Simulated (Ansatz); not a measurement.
# Sn (I4_1/amd): phonon-mediated transition temperature

Wanted: λ, ω_log and Tc of Sn (I4_1/amd). The cell shown first is a relaxed one, from steps not shown here.

Method: DFT PBE, spin-orbit coupling, plane waves, PAW, in the first sound run; inputs show where later runs differ, in Ansatz 0.2.0.

Experimental background.

“List of superconductors” (2026, Wikipedia's table of superconducting elements, as read in December) quotes from earlier work for Sn (bulk crystal): superconducting transition temperature (bulk, normal pressure) 3.72 K.

This is a report of a sequence of runs, with most program output left out.

In doubt: the program doubts the meshes or the phonons of the coupling sums, which bears on λ, Tc and transport values.

**1. The cell after earlier relaxation steps**

Symmetry: I4_1/amd, No. 141, tetragonal system. The conventional cell has a = 5.972 Å, b = 5.972 Å, c = 3.188 Å, α = 90.00°, β = 90.00°, γ = 90.00°. Nearest to Sn lie 6 Sn at 3.09 to 3.19 Å.

**2. Resistivity: spin–orbit coupling**

The run that gives the couplings also evaluates McMillan's and Allen and Dynes's formulas and, where asked, the Eliashberg equations, over a range of μ*.

input.yaml reads:

```yaml
crystal:
  lattice:
    - [-2.9857671387, 2.9857671387, 1.594162062]
    - [2.9857671387, -2.9857671387, 1.594162062]
    - [2.9857671387, 2.9857671387, -1.594162062]
  atoms:
    - { symbol: Sn, position: [0.75, 0.25, 0.5] }
    - { symbol: Sn, position: [0.0, 0.0, 0.0] }
kpoints:
  mp_grid: { grid: [9, 9, 9] }
hamiltonian:
  xc: pbe
  pseudopotentials: { kind: paw_fr }
scf:
  occupations: { method: methfessel_paxton, width: 0.2 }
output:
  eigenvalues: true
magnetization:
  noncollinear: true
  spin_orbit: true
phonons:
  method: dfpt
  qmesh: [3, 3, 3]
  temperatures: { t_max: 1000, t_step: 50 }
  qpath:
    path:
      - [[0.0, 0.0, 0.0], [0.0, 0.0, 0.5], [-0.5, 0.5, 0.5], [0.0, 0.0, 0.0]]
      - [[0.0, 0.0, 0.5], [0.25, 0.25, 0.25], [0.0, 0.5, 0.0], [0.0, 0.0, 0.0]]
    npoints: 6
  electrical_resistivity:
    mesh: [16, 16, 16]
    temperatures: [20.0, 50.0, 80.0, 100.0, 150.0, 200.0, 273.0, 300.0, 400.0, 500.0, 600.0, 800.0]
  superconductivity: { mesh: [16, 16, 16] }
```

The run is started by

```bash
$ ansatz run input.yaml --threads 16 --pin off --max-ram 122880MiB --backend cuda --events-out ev --progress --plain --runs-dir out
```

Wall time 2 min (1 × NVIDIA GB200 with 16 threads of Arm Neoverse V2, shared host); peak memory 17 GiB.

This step gave:

* volume per atom: 28.42 Å³/atom
* metallic on mesh: yes
* gap on the k-mesh: 0 eV
* zero-point energy: 0.02864 eV/cell
* share of imaginary modes in the plain interpolation between solved wavevectors: 0.0074
* highest frequency, solved or plainly interpolated: 130.5 cm⁻¹
* resistivity at 300 K: 13.06 μΩ cm, mean of the axes
* coupling constant λ: 0.8795
* density of states at the Fermi level: 0.5001 states/eV a spin and cell
* log mean phonon energy ħω_log: 7.266 meV
* transport coupling constant λ_tr: 0.7811, 0.7811, 0.9491 (xx, yy, zz)
* Drude plasma energy: 9.049, 9.049, 8.105 eV (xx, yy, zz)
* resistivity times mean free path: 8.2, 8.2, 9.489 × 10⁻¹⁶ Ω m² (xx, yy, zz)
* second-moment phonon energy ħω₂: 9.256 meV
* coupling λ by branch: 0.215, 0.183, 0.157, 0.121, 0.103, 0.101 (branches by rank of frequency)

Transition temperatures:

```csv
μ*,McMillan Tc (K),Allen–Dynes Tc (K),isotropic Fermi-surface Tc (K),isotropic full bandwidth Tc (K),anisotropic Fermi-surface Tc (K),anisotropic full bandwidth Tc (K),anisotropic narrow window Tc (K)
0.08,5.29,5.63,5.34,5.34,5.42,5.43,5.43
0.1,4.74,5.01,4.65,4.66,4.74,4.75,4.75
0.12,4.2,4.42,4.01,4.02,4.11,4.11,4.11
0.13,3.94,4.14,3.71,3.71,3.81,3.81,3.81
0.14,3.69,3.86,3.42,3.42,3.52,3.52,3.52
0.16,3.19,3.33,2.88,2.88,2.98,2.98,2.98
0.2,2.28,2.37,1.95,1.95,2.05,2.05,2.05
```

**3. Resistivity: r2SCAN at its own relaxed cell**

The functional sets the lattice constant, the bands and the force constants.

This step: DFT r2SCAN, scalar-relativistic, plane waves, PAW (Ansatz 0.2.0).

input.yaml, the sections that differ from step 2:

```yaml
crystal:
  lattice:
    - [-2.9531421188, 2.9531421188, 1.5820843307]
    - [2.9531421188, -2.9531421188, 1.5820843307]
    - [2.9531421188, 2.9531421188, -1.5820843307]
  atoms:
    - { symbol: Sn, position: [0.75, 0.25, 0.5] }
    - { symbol: Sn, position: [0.0, 0.0, 0.0] }
hamiltonian:
  xc: r2scan
# kpoints, scf, output, phonons: as in step 2
# magnetization: removed
```

Elapsed: 2.2 min, on 1 × NVIDIA GB200 with 16 threads; peak memory 5.6 GiB.

Numbers from this step:

* volume per atom: 27.59 Å³/atom
* zero-point energy: 0.03102 eV/cell
* share of imaginary modes in the plain interpolation between solved wavevectors: 0.0056
* highest frequency, solved or plainly interpolated: 138.7 cm⁻¹
* resistivity at 300 K: 10.63 μΩ cm, mean of the axes
* coupling constant λ: 0.7429
* density of states at the Fermi level: 0.4415 states/eV a spin and cell
* log mean phonon energy ħω_log: 9.052 meV
* transport coupling constant λ_tr: 0.6837, 0.6837, 0.8713 (xx, yy, zz)
* Drude plasma energy: 9.4, 9.4, 8.507 eV (xx, yy, zz)
* resistivity times mean free path: 8.152, 8.152, 9.557 × 10⁻¹⁶ Ω m² (xx, yy, zz)
* second-moment phonon energy ħω₂: 10.54 meV
* coupling λ by branch: 0.133, 0.147, 0.148, 0.115, 0.0998, 0.0996 (branches by rank of frequency)

Transition temperatures:

```csv
μ*,McMillan Tc (K),Allen–Dynes Tc (K),isotropic Fermi-surface Tc (K),isotropic full bandwidth Tc (K),anisotropic Fermi-surface Tc (K),anisotropic full bandwidth Tc (K),anisotropic narrow window Tc (K)
0.08,4.84,5.06,4.81,4.8,4.94,4.94,4.94
0.1,4.2,4.37,4.07,4.07,4.21,4.21,4.21
0.12,3.59,3.73,3.39,3.39,3.54,3.54,3.54
0.13,3.3,3.42,3.08,3.08,3.23,3.22,3.22
0.14,3.02,3.12,2.78,2.78,2.93,2.93,2.93
0.16,2.49,2.57,2.23,2.23,2.38,2.38,2.38
0.2,1.57,1.61,1.34,1.34,1.48,1.48,1.48
```

**4. Resistivity: phonons taken to their low-smearing limit**

The phonons between the solved wavevectors can be interpolated plainly or with the electrons' self-energy, which keeps Kohn anomalies.

This step: DFT PBE, scalar-relativistic, plane waves, PAW (Ansatz 0.2.0).

input.yaml reads:

```yaml
crystal:
  lattice:
    - [-2.9857671387, 2.9857671387, 1.594162062]
    - [2.9857671387, -2.9857671387, 1.594162062]
    - [2.9857671387, 2.9857671387, -1.594162062]
  atoms:
    - { symbol: Sn, position: [0.75, 0.25, 0.5] }
    - { symbol: Sn, position: [0.0, 0.0, 0.0] }
kpoints:
  mp_grid: { grid: [12, 12, 12] }
hamiltonian:
  xc: pbe
scf:
  occupations: { method: methfessel_paxton, width: 0.2 }
output:
  eigenvalues: true
phonons:
  method: dfpt
  qmesh: [4, 4, 4]
  temperatures: { t_max: 1000, t_step: 50 }
  qpath:
    path:
      - [[0.0, 0.0, 0.0], [0.0, 0.0, 0.5], [-0.5, 0.5, 0.5], [0.0, 0.0, 0.0]]
      - [[0.0, 0.0, 0.5], [0.25, 0.25, 0.25], [0.0, 0.5, 0.0], [0.0, 0.0, 0.0]]
    npoints: 6
  electrical_resistivity:
    mesh: [20, 20, 20]
    temperatures: [20.0, 50.0, 80.0, 100.0, 150.0, 200.0, 273.0, 300.0, 400.0, 500.0, 600.0, 800.0]
  superconductivity: { mesh: [20, 20, 20] }
  electron_occupations: {}
```

Elapsed: 2.7 min, on 1 × NVIDIA GB200 with 16 threads; peak memory 11 GiB; 20 min of CPU time.

This step gave:

| Quantity | Value |
| --- | --- |
| volume per atom | 28.42 Å³/atom |
| zero-point energy | 0.02870 eV/cell |
| share of imaginary modes in the plain interpolation between solved wavevectors | 0.0042 |
| highest frequency, solved or plainly interpolated | 123.7 cm⁻¹ |
| resistivity at 300 K | 12.59 μΩ cm, mean of the axes |
| coupling constant λ | 0.8902 |
| density of states at the Fermi level | 0.5011 states/eV a spin and cell |
| log mean phonon energy ħω_log | 7.16 meV |
| transport coupling constant λ_tr | 0.7845, 0.7845, 0.9694 (xx, yy, zz) |
| Drude plasma energy | 9.273, 9.273, 8.299 eV (xx, yy, zz) |
| resistivity times mean free path | 7.894, 7.894, 9.331 × 10⁻¹⁶ Ω m² (xx, yy, zz) |
| second-moment phonon energy ħω₂ | 9.212 meV |
| coupling λ by branch | 0.221, 0.186, 0.159, 0.122, 0.103, 0.0991 (branches by rank of frequency) |

Transition temperatures:

```csv
μ*,McMillan Tc (K),Allen–Dynes Tc (K),isotropic Fermi-surface Tc (K),isotropic full bandwidth Tc (K),anisotropic Fermi-surface Tc (K),anisotropic full bandwidth Tc (K),anisotropic narrow window Tc (K)
0.08,5.32,5.66,5.38,5.38,5.47,5.47,5.47
0.1,4.77,5.05,4.69,4.69,4.79,4.79,4.79
0.12,4.24,4.47,4.06,4.06,4.16,4.16,4.16
0.13,3.98,4.19,3.75,3.75,3.86,3.86,3.86
0.14,3.73,3.91,3.47,3.47,3.57,3.57,3.57
0.16,3.24,3.38,2.92,2.92,3.03,3.03,3.03
0.2,2.33,2.42,1.99,1.99,2.1,2.1,2.1
```

Eliashberg function α²F against phonon energy; read off at these points:

```csv
phonon energy (meV),α²F,α²F tr
0.06,0,0
0.42,3.0e-4,0
0.91,0.0025,5.0e-4
1.27,0.0044,0.0015
1.76,0.01,0.0045
2.12,0.0167,0.009
2.60,0.0705,0.054
2.97,0.191,0.145
3.33,0.186,0.143
3.82,0.242,0.213
4.18,0.192,0.166
4.67,0.181,0.153
5.03,0.178,0.152
5.51,0.178,0.152
5.88,0.179,0.155
6.24,0.180,0.158
6.73,0.195,0.177
7.09,0.191,0.169
7.57,0.212,0.197
7.94,0.261,0.260
8.42,0.188,0.176
8.79,0.160,0.144
9.27,0.296,0.315
9.39,0.309,0.329
9.63,0.289,0.303
10.00,0.236,0.242
10.48,0.238,0.245
10.85,0.269,0.276
11.09,0.364,0.371
11.33,0.314,0.316
11.69,0.28,0.291
12.18,0.475,0.507
12.54,0.541,0.588
12.91,0.571,0.663
13.15,0.742,0.850
13.39,0.611,0.726
13.63,0.755,0.889
13.75,0.459,0.510
14.24,0.508,0.533
14.36,0.539,0.556
14.60,0.425,0.418
15.09,0.170,0.210
15.45,0.0792,0.0813
```

Anisotropic full-bandwidth solution, weighted at the Fermi level. Gaps:

```csv
mu*,T (K),mean gap (meV),5 % (meV),95 % (meV),mean Z
0.1,1.2,0.776,0.642,0.899,1.86
0.1,2.4,0.745,0.617,0.863,1.86
0.1,3.59,0.608,0.505,0.706,1.87
0.1,4.31,0.415,0.345,0.482,1.88
0.13,0.965,0.613,0.493,0.719,1.87
0.13,1.93,0.587,0.472,0.689,1.87
0.13,2.89,0.478,0.385,0.563,1.88
0.13,3.47,0.326,0.263,0.384,1.88
0.16,0.758,0.472,0.366,0.563,1.88
0.16,1.52,0.452,0.351,0.539,1.88
0.16,2.28,0.367,0.285,0.439,1.88
0.16,2.73,0.25,0.194,0.299,1.89
```

dTc/da2F against phonon energy:

```csv
phonon energy (meV),dTc/da2F (K/meV)
0.5,-
1.0,2.73
1.5,3.41
2.0,3.73
2.5,3.81
3.0,3.79
3.5,3.70
4.0,3.58
4.5,3.45
5.0,3.32
5.5,3.18
6.0,3.06
6.5,2.94
7.0,2.82
7.5,2.71
8.0,2.60
8.5,2.51
9.0,2.41
9.5,2.32
10.0,2.24
10.5,2.17
11.0,2.09
11.5,2.02
12.0,1.95
12.5,1.89
13.0,1.83
13.5,1.78
14.0,1.72
14.5,1.67
15.0,1.62
```

Table of share of the Fermi-level states by lambda of a state:

```csv
lambda of a state,share of the Fermi-level states
0.628,0.0239
0.653,0.0198
0.678,0.0221
0.704,0.0209
0.729,0.0234
0.754,0.0193
0.779,0.0271
0.804,0.0669
0.829,0.062
0.854,0.0609
0.880,0.140
0.905,0.119
0.930,0.102
0.955,0.0771
0.980,0.0762
1.010,0.031
1.030,0.0221
1.060,0.0187
1.080,0.0267
1.110,0.013
1.130,0.0234
1.160,7.0e-4
1.180,0.0026
1.210,0
```

The coupling constant from the curve is λ = 0.89; modes below 8.06 meV give half. The most distinct maxima of the Eliashberg function α²F (α²F) lie at 7.82, 11.09, 13.15, 13.63 and 14.36 meV, the highest at 13.6 meV.

**5. Outcome**

| Item | Value |
| --- | --- |
| meshes | q 4×4×4, k 12×12×12, scattering 20×20×20 |
| coupling constant λ | 0.890 |
| log mean phonon energy ħω_log | 7.16 meV |
| Allen–Dynes Tc at μ* = 0.1 | 5.05 K |
| Allen–Dynes Tc at μ* = 0.13 | 4.19 K |
| anisotropic Eliashberg Tc at μ* = 0.1 | 4.79 K |
| anisotropic Eliashberg Tc at μ* = 0.13 | 3.86 K |

In words: In the last run (PBE, q 4×4×4, k 12×12×12, scattering 20×20×20), with λ = 0.89 and ħω_log = 7.16 meV, Tc at μ* = 0.13 is 4.0 K by McMillan's formula, 4.2 K by Allen and Dynes's and 3.9 K by the anisotropic Eliashberg equations. Allen and Dynes's formula meets the measured 3.72 K at μ* near 0.15. Raising μ* from 0.10 to 0.16 lowers the Allen–Dynes value from 5.0 to 3.4 K. The mean gap at a quarter of Tc gives 2Δ/k_B Tc = 3.69, against 3.53 in weak-coupling theory. The gap spreads from 0.49 to 0.72 meV over nine tenths of the Fermi surface. By the run's own test λ is not converged in the fine mesh: it moves by 2 % between the two finest, and by up to 13 % in the other runs. The run's transport test calls it not converged in the mesh; ρ(300 K) moves by 4 % in the component that moves most. λ of these runs moves by 2 to 13 % between their two finest meshes, and Tc by more, so small gaps between the runs or to the measured value rank nothing. In 3 of the runs shown, the last among them, the interpolated phonons dip below zero somewhere, which the program warns of. Over the runs, λ takes the values 0.879, 0.743 and 0.890, in the order shown. μ* is a typed number, phonons are harmonic, and spin fluctuations are left out; at μ* = 0.13 McMillan's formula turns 1 % in λ into about 2.0 % in Tc.

Computed beside measured:

| quantity | measured | Allen–Dynes, PBE SOC, q 3×3×3, fine 16×16×16 | Eliashberg, PBE SOC, q 3×3×3, fine 16×16×16 | Allen–Dynes, r2SCAN, q 3×3×3, fine 16×16×16 | Eliashberg, r2SCAN, q 3×3×3, fine 16×16×16 | Allen–Dynes, PBE, q 4×4×4, fine 20×20×20, phonons taken to their low-sme | Eliashberg, PBE, q 4×4×4, fine 20×20×20, phonons taken to their low-sme |
| --- | --- | --- | --- | --- | --- | --- | --- |
| superconducting transition temperature (μ* = 0.13) (kelvin) | 3.72 | 4.14 (+11.3 %) | 3.81 (+2.4 %) | 3.42 (-8.1 %) | 3.22 (-13.4 %) | 4.19 (+12.6 %) | 3.86 (+3.8 %) |

Measured values from Wikipedia's table of superconducting elements, as read in December (2026).

**Verdict.** For the superconducting transition temperature, of the levels listed nearest comes Eliashberg, PBE SOC, q 3×3×3, fine 16×16×16 (+2.4 %) and farthest Eliashberg, r2SCAN, q 3×3×3, fine 16×16×16 (-13.4 %). Limits of convergence are named above.

[Logs are printed without paths, hosts, clocks, repeated set-up lines and the standing remarks that a program may print on its own settings, such as how far it seeks lower states.]

[Hosts, paths, dates, database ids (printed as entryN), source tags and the programs' standing remarks are cut or masked in the printed files.]
